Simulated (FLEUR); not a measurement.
## MnS: exchange couplings by hand from total energies

Aim: get Heisenberg couplings of MnS from the energies of collinear orders, with pencil and paper, and test them on an order left out of the fit.

Program: FLEUR MaX-R8.1. Level of theory: PBEsol; all-electron FLAPW, Dirac cores, scalar-relativistic bands. Results are calculated unless marked as measured.

The database entry behind the starting cell differs from later determinations by our own check (an axis about 0.2 % short against later determinations), so it need not match the best structure at ambient conditions.

**1. Set-up**

Symmetry: Fm-3m, No. 225, cubic system. The conventional cell has a = 5.209 Å, b = 5.209 Å, c = 5.209 Å, α = 90.00°, β = 90.00°, γ = 90.00°. Nearest to Mn lie 6 S at 2.60 Å. Nearest to S lie 6 Mn at 2.60 Å. Farther neighbours and most contacts between anions are not listed.

Coordinates:

```xyz
2
Lattice="0.0000 2.6045 2.6045 2.6045 0.0000 2.6045 2.6045 2.6045 0.0000" Properties=species:S:1:pos:R:3 pbc="T T T"
Mn    0.0000    0.0000    0.0000
S     2.6045    2.6045    2.6045
```

**2. The parallel order**

All energies count from this run.

inpgen writes inp.xml from crystal.txt; cutoffs, mixing, functional, smearing and local orbitals are then set in the file. The k list default-1 (kpts.xml, not shown) is a Γ-centred 8×8×8 mesh; where the ranks do not divide the number of points, some are split in two of half the weight.

inp.xml

```
<?xml version="1.0" encoding="UTF-8" standalone="no"?>
<fleurInput fleurInputVersion="0.39">
   <comment>
      MnS
   </comment>
   <calculationSetup>
      <cutoffs Kmax="3.97" Gmax="11.9" GmaxXC="11.9" numbands="0"/>
      <scfLoop itmax="130" minDistance="0.00002" maxIterBroyd="15" imix="Anderson" alpha="0.05" precondParam="0.0" spinf="2.0" sdNocoIR="T"/>
      <coreElectrons ctail="T" frcor="F" kcrel="0" coretail_lmax="0"/>
      <xcFunctional name="PBEs" relativisticCorrections="F"/>
      <magnetism jspins="2"/>
      <soc l_soc="F" theta="0.0" phi="0.0" spav="F"/>
      <expertModes spex="0" secvar="F"/>
      <geometryOptimization l_f="F" forcealpha="1.0" forcemix="BFGS" epsdisp="0.00001" epsforce="0.00001"/>
      <ldaU l_linMix="F" mixParam="0.05" spinf="1.0"/>
   </calculationSetup>
   <cell>
      <bzIntegration valenceElectrons="21.0" mode="hist" fermiSmearingEnergy="0.00183747">
         <kPointListSelection listName="default-1"/>
         <xi:include xmlns:xi="http://www.w3.org/2001/XInclude" href="kpts.xml"> </xi:include>
      </bzIntegration>
      <xi:include xmlns:xi="http://www.w3.org/2001/XInclude" href="sym.xml"> </xi:include>
      <bulkLattice scale="1.0">
         <bravaisMatrix>
            <row-1>    0.0000000000000000     4.9217916915206992     4.9217916915206992</row-1>
            <row-2>    4.9217916915206992     0.0000000000000000     4.9217916915206992</row-2>
            <row-3>    4.9217916915206992     4.9217916915206992     0.0000000000000000</row-3>
         </bravaisMatrix>
      </bulkLattice>
   </cell>
   <atomSpecies>
      <species name="Manganese 4.500" element="Mn" atomicNumber="25">
         <mtSphere radius="2.8" gridPoints="925" logIncrement="0.013"/>
         <atomicCutoffs lmax="10" lnonsphr="8"/>
         <electronConfig flipSpins="F">
            <coreConfig>(1s1/2) (2s1/2) (2p1/2) (2p3/2)</coreConfig>
            <valenceConfig>(3s1/2) (3p1/2) (3p3/2) (4s1/2) (3d3/2) (3d5/2)</valenceConfig>
            <stateOccupation state="(3d3/2)" spinUp="1.75" spinDown="0.25"/>
            <stateOccupation state="(3d5/2)" spinUp="3.0" spinDown="0.0"/>
         </electronConfig>
         <energyParameters s="4" p="4" d="3" f="4"/>
         <lo type="SCLO" l="0" n="3" eDeriv="0"/>
         <lo type="SCLO" l="1" n="3" eDeriv="0"/>
      </species>
      <species name="Sulfur (S)" element="S" atomicNumber="16">
         <mtSphere radius="1.89" gridPoints="625" logIncrement="0.018"/>
         <atomicCutoffs lmax="8" lnonsphr="6"/>
         <electronConfig flipSpins="F">
            <coreConfig>(1s1/2) (2s1/2) (2p1/2) (2p3/2)</coreConfig>
            <valenceConfig>(3s1/2) (3p1/2) (3p3/2)</valenceConfig>
            <stateOccupation state="(3p1/2)" spinUp="0.666667" spinDown="0.666667"/>
            <stateOccupation state="(3p3/2)" spinUp="1.333333" spinDown="1.333333"/>
         </electronConfig>
         <energyParameters s="3" p="3" d="3" f="4"/>
      </species>
   </atomSpecies>
   <atomGroups>
      <atomGroup species="Manganese 4.500">
         <relPos label="                   1">.0000000000 .0000000000 .0000000000</relPos>
         <force calculate="T" relaxXYZ="TTT"/>
      </atomGroup>
      <atomGroup species="Sulfur (S)">
         <relPos label="                   2">1.000/2.000 1.000/2.000 1.000/2.000</relPos>
         <force calculate="T" relaxXYZ="TTT"/>
      </atomGroup>
   </atomGroups>
   <output dos="F" band="F" slice="F">
      <bandDOS minEnergy="-.5*Htr" maxEnergy="0.5*Htr" sigma="0.015" storeEVData="T"/>
      <plotting iplot="0" polar="F">
         <plot TwoD="T" vec1="  1.0  0.0  0.0" vec2="  0.0  1.0  0.0" vec3="  0.0  0.0  1.0" zero="  0.0  0.0  0.0" file="plot"/>
      </plotting>
      <moessbauerParams electricFieldGradient="F" isomerShift="F" coreHyperfine="F" valenceHyperfine="F"/>
   </output>
</fleurInput>
```

crystal.txt

```
MnS
&input film=F cartesian=F /
0.00000000000  2.60450000000  2.60450000000
2.60450000000  0.00000000000  2.60450000000
2.60450000000  2.60450000000  0.00000000000
1.8897261246
1.0 1.0 1.0

2
25 0.00000000000  0.00000000000  0.00000000000 : 4.500
16 0.50000000000  0.50000000000  0.50000000000

&kpt div1=8 div2=8 div3=8 gamma=T /
```

The run is started by

```
$ OMP_NUM_THREADS=1 inpgen -f crystal.txt > inpgen.log  # inp.xml is then edited as shown
$ OMP_NUM_THREADS=1 mpirun -n 4 fleur_MPI > fleur.log
```

Output:

```text
Welcome to FLEUR        (www.flapw.de)
      MaX-Release 8.1          (www.max-centre.eu)

 ========== k-point set info ==========
 Selected k-point list: default-1
 k-point list type: mesh
 0 x 0 x 0
 Number of k points: 32

 [... set-up left out ...]
 Iteration:     1   Distance:       6.46733202 me/bohr^3
 Iteration:     2   Distance:       5.91235015 me/bohr^3
 Iteration:     3   Distance:       3.68852573 me/bohr^3
 Iteration:     4   Distance:       1.87203688 me/bohr^3
 Iteration:     5   Distance:       1.46996338 me/bohr^3
[...]
<sumOfEigenvalues value="     -895.4754372786">
               <coreElectrons value="-882.1799809627"/>
               <valenceElectrons value="-13.2954563159"/>
            </sumOfEigenvalues>
         [... left out ...]
            <freeEnergy value="-1556.1463605541"/>
            <extrapolationTo0K value="-1556.1462759797"/>
         </totalEnergy>
         <densityConvergence units="me/bohr^3">
            <chargeDensity spin="1" distance="0.0000073154"/>
            <chargeDensity spin="2" distance="0.0000137086"/>
            <overallChargeDensity distance="0.0000161566"/>
            <spinDensity distance="0.0000148945"/>
         </densityConvergence>
      </iteration>
```

Elapsed: 11 s, on 4 MPI ranks of Arm Neoverse V2, shared host; peak memory 0.25 GiB; 43 s of CPU time.

Spin moment in the muffin-tin sphere by atom:

```csv
atom,spin moment in the muffin-tin sphere (μB)
Mn1,4.42
S2,0.11
```

Read from the output:

- free energy: -42344.8997 eV
- program's band gap on this mesh (in a metal only a level spacing): 0.05169 eV
- magnetization: 4.673 μB
- final state: ferromagnetic

After 16 cycles the largest moment stands at 4.42 μB.

**3. The orders used for the fit**

The other orders were run with the same settings, on meshes that hold the same points. Free energies are divided by the number of Mn atoms; q is in fractions of the reciprocal vectors of the first run's cell.

```csv
order,atoms,mesh,free energy (eV),eV per Mn,largest moment (μB)
F +,2,8×8×8,-42344.8997,-42344.8997,4.42
"AF q=(0,1/2,1/2) +-",4,8×4×8,-84689.8416,-42344.9208,4.40
```

**4. Counting neighbours**

With E = −Σ J e_i·e_j over ordered pairs of unit vectors, turning a neighbour from parallel to opposed costs 2J a Mn atom. So an order lies 2 Σ n J over the parallel one, n being the opposed neighbours in each shell.

```
shell  distance (Å)  neighbours  opposed in AF q=(0,1/2,1/2) +-  opposed in AF q=(0,0,1/2) +-
   J1          3.68          12                               8                             6
   J2          5.21           6                               0                             6
```

Only J1 is kept.

**5. Solving**

```
2 × 8 × J1 = -21.1 meV    (AF q=(0,1/2,1/2) +-)
J1 = -1.32 meV
```

**6. The test**

The couplings now give the orders that were left out:

```
2 × 6 × (-1.32) = -15.8 meV    (AF q=(0,0,1/2) +-)
```

The runs themselves:

| order | atoms | mesh | free energy (eV) | eV per Mn | largest moment (μB) | over the parallel order (meV) | foretold (meV) |
| --- | --- | --- | --- | --- | --- | --- | --- |
| AF q=(0,0,1/2) +- | 4 | 8×8×4 | -84690.0242 | -42345.0121 | 4.32 | -112.4 | -15.8 |

**7. One more shell**

One try is to add the next shell, though changing moments can also cause the miss. Both differences then fix both couplings, and no order is left for a test.

```
2 × 8 × J1 = -21.1 meV    (AF q=(0,1/2,1/2) +-)
2 × 6 × J1 + 2 × 6 × J2 = -112.4 meV    (AF q=(0,0,1/2) +-)
J1 = -1.32 meV
J2 = -8.05 meV
```

**8. Results**

```yaml
effective_coupling_of_the_reversed_pairs_counted_on_j1_mn_mn_at_3p68_a: -1.32 meV
largest_miss_on_the_orders_left_out: 97 meV
j1_with_two_shells: -1.32 meV
j2_with_two_shells: -8.05 meV
```

**Reading.** The model misses the order left out by 97 meV, 86 % of the largest distance from the parallel order, so it fails: these couplings alone don't describe the crystal. With the next shell added the couplings are J1 = -1.32 and J2 = -8.05 meV, untested. The largest moments of the orders differ by 2.4 % of the greatest. One difference fixes one number: it sums all reversed shells and need not be the coupling of the nearest one, even in sign.

[Logs and program files are shortened in this print: banners, set-up blocks, solver, clock and traceback lines can be left out without a mark of their own.]

[Logs are printed without paths, hosts, clocks, repeated set-up lines and the standing remarks that a program may print on its own settings, such as how far it seeks lower states.]

[Hosts, paths, dates, database ids (printed as entryN), source tags and the programs' standing remarks are cut or masked in the printed files.]

[Where a cell is said to come from a database of computed structures, the database is the Materials Project.]
